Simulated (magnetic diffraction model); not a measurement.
# Magnetic neutron pattern of Tm5Ti15B4

Space group P4/mmm (no. 123), a = 4.3400 Å, c = 21.1390 Å.

| site | atom | x | y | z |
| --- | --- | --- | --- | --- |
| 2g | Tm | 0 | 0 | 0.7003 |
| 1b | Tm | 0 | 0 | 1/2 |
| 2g | Tm | 0 | 0 | 0.0967 |
| 4i | Ti | 0 | 1/2 | 0.7989 |
| 4i | Ti | 0 | 1/2 | 0.6003 |
| 2f | Ti | 0 | 1/2 | 0 |
| 2h | Ti | 1/2 | 1/2 | 0.7041 |
| 1d | Ti | 1/2 | 1/2 | 1/2 |
| 2h | Ti | 1/2 | 1/2 | 0.0941 |
| 2h | B | 1/2 | 1/2 | 0.8067 |
| 2h | B | 1/2 | 1/2 | 0.6015 |

This is a made-up structure (elements placed in a structure type, unrelaxed), so the numbers test the method and describe no known phase.

Only Tm is taken to order (form factors of Tm3+); orders and moment sizes are assumed, and not adapted to the symmetry. Radiation: neutrons of λ = 2.36 Å (absorption by B left out), 5° to 65°; isotropic B of 0.38 Å² (Tm), 0.48 Å² (Ti) and 0.85 Å² (B). The intensities are simulated: I ∝ L Σ (|F_N|² + |F_M⊥|²) for unpolarised neutrons, with F_M = 2.695 fm/μB × Σ f(s) S exp(2πi Q·r) exp(−B s²) at Q = H ± k (one set where k and −k are equivalent), only the part normal to Q counting and L = 1/(sin²θ cos θ). For collinear order S is the moment m, which repeats by lattice and centring translations R with the sign exp(−2πi k·R). Form factors are spin-only for 3d ions and dipole or tabulated for f ions, scattering lengths are Sears's of 1992, and absorption is left out. A label names one of the reflections at its angle. The strongest nuclear line in the range is 100, and lines under 0.2 are left out.

Assume the order k = (1/2 1/2 1/2), collinear moments along [101], 4.6 μB on Tm; signs + at (0, 0, 0.7003), + at (0, 0, 1/2), + at (0, 0, 0.2997), + at (0, 0, 0.0967), + at (0, 0, 0.9033).

Q: Where does magnetic intensity appear, and how strong is it?

```csv
2θ (°),index,nuclear,magnetic
6.40,(0 0 1),5.1,0.0
12.82,(0 0 2),1.1,0.0
19.28,(0 0 3),0.8,0.0
22.40,(1/2 1/2 1/2),0.0,104.9
24.21,(1/2 1/2 3/2),0.0,10.8
25.80,(0 0 4),0.9,0.0
27.49,(1/2 1/2 5/2),0.0,4.5
31.55,(1 0 0),18.5,0.0
31.82,(1/2 1/2 7/2),0.0,4.4
32.23,(1 0 1),1.0,0.0
32.41,(0 0 5),9.0,0.0
34.19,(1 0 2),1.0,0.0
36.88,(1/2 1/2 9/2),0.0,17.1
37.24,(1 0 3),1.3,0.0
41.20,(1 0 4),2.0,0.0
42.48,(1/2 1/2 11/2),0.0,7.8
45.23,(1 1 0),52.0,0.0
45.73,(1 1 1),0.5,0.0
45.87,(1 0 5),100.0,0.0
47.20,(1 1 2),0.4,0.0
48.49,(1/2 1/2 13/2),0.0,0.6
49.59,(1 1 3),0.4,0.0
51.04,(3/2 1/2 1/2),0.0,38.6
51.95,(3/2 1/2 3/2),0.0,5.0
52.80,(1 1 4),0.8,0.0
53.05,(0 0 8),0.2,0.0
53.74,(3/2 1/2 5/2),0.0,3.0
54.86,(1/2 1/2 15/2),0.0,0.3
56.35,(3/2 1/2 7/2),0.0,4.3
56.73,(1 1 5),17.4,0.0
59.72,(3/2 1/2 9/2),0.0,23.8
60.32,(0 0 9),0.2,0.0
61.59,(1/2 1/2 17/2),0.0,0.4
63.78,(3/2 1/2 11/2),0.0,14.3
```

The strongest magnetic line in the range is (1/2 1/2 1/2) at 22.40° (104.9). On top of the Lorentz factor, which all lines share, magnetic lines fade with angle because f falls: for Tm3+ it is 0.97, 0.87, 0.75 and 0.49 at sin θ/λ = 0.1, 0.2, 0.3 and 0.5 Å⁻¹, while nuclear lengths stay constant. The order has no net moment.

[Logs are printed without paths, hosts, clocks, repeated set-up lines and the standing remarks that a program may print on its own settings, such as how far it seeks lower states.]
